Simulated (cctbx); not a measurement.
# Diagnosing a refinement

Cell a = 6.1580 Å, b = 6.1580 Å, c = 13.1800 Å, α = 90.00°, β = 90.00°, γ = 120.00°; space group P6_322 (no. 182).

The data are simulated with cctbx, not measured: synchrotron X-rays, λ = 0.7749 Å, to d = 0.84 Å, 70 % of the full sphere, strongest reflection 20000 counts, noise from counting, a 3 % proportional error and a noise floor of 4 counts (s.d.); no absorption.

An anisotropic refinement with weights 1/σ² prints:

```text
Rint 0.029, 265 unique reflections to 0.84 A
cycle     R1     wR2    GooF  max shift (A)
   1  0.2430  0.4036  15.229   0.00000
final R1 0.2430 wR2 0.4036 GooF 15.229  parameters 14  data/parameter 18.9
atom        x        y        z      Ueq    occ   su(xyz)  su(Uiso or U11)
Ta1    0.66667  0.33333  0.00338   0.0033  1.000  0.00052  0.0075
Ta2    0.00000  0.00000  0.50000   0.0039  1.000  0.00000  0.0150
Se1    0.99300  0.66240  0.63160   0.0039  1.000  0.01227  0.0276
difference map: max 83.32 min -10.47 rms 3.27
Q1    0.3333  0.6667  0.2500    2   83.32  2.55 A from Se1
Q2    0.0000  0.0000  0.2500    2   42.08  2.58 A from Se1
Q3    0.3333  0.6667  0.5220    4   24.12  0.25 A from Ta1
Q4    0.0000  0.0000  0.0000    2   23.17  0.00 A from Ta2
Q5    0.0331  0.3888  0.1330   12   12.76  0.27 A from Se1
Q6    0.3333  0.6667  0.7127    4   10.76  2.34 A from Se1
```

Q: Accept it or mend it, and why?

Mend it. The fault: an atom left out, As at (1/3, 2/3, 1/4). Against the right model at the same level, R1 goes from 0.0120 to 0.2430 and GooF from 0.95 to 15.23 and the top difference peak, 83.3 e/Å³, lies 2.55 Å from Se1. Q1 is the missing atom. With scattering power missing, scale and phases suffer, so peaks may also grow on the heavy atoms.

The compound is Ta3AsSe6. The right model at the same level gives:

```text
Rint 0.029, 265 unique reflections to 0.84 A
cycle     R1     wR2    GooF  max shift (A)
   1  0.0129  0.0271   1.026   0.00042
   2  0.0120  0.0250   0.947   0.00000
final R1 0.0120 wR2 0.0250 GooF 0.947  parameters 16  data/parameter 16.6
atom        x        y        z      Ueq    occ   su(xyz)  su(Uiso or U11)
Ta1    0.66667  0.33333  0.00338   0.0032  1.000  0.00002  0.0001
Ta2    0.00000  0.00000  0.50000   0.0039  1.000  0.00000  0.0002
Se1    0.99292  0.66235  0.63160   0.0039  1.000  0.00010  0.0003
As1    0.33333  0.66667  0.25000   0.0032  1.000  0.00000  0.0003
Flack x: -0.3(7)
Hooft y: -0.465(789)  Bijvoet pairs: 68
difference map: max 0.90 min -0.69 rms 0.20
Q1    0.3333  0.6667  0.7500    2    0.90  2.60 A from Se1
Q2    0.3333  0.6667  0.1483    4    0.89  1.34 A from As1
Q3    0.2317  0.4633  0.2500    6    0.70  1.08 A from As1
Q4    0.1046  0.5440  0.3604   12    0.64  1.20 A from Se1
Q5    0.0890  0.2993  0.6357   12    0.64  1.45 A from Se1
Q6    0.0000  0.0000  0.1469    4    0.63  1.94 A from Ta2
```

This is a model crystal, built by substitution and not relaxed, with assumed displacement parameters.

[Middle refinement cycles are left out of these outputs.]

[Logs are printed without paths, hosts, clocks, repeated set-up lines and the standing remarks that a program may print on its own settings, such as how far it seeks lower states.]
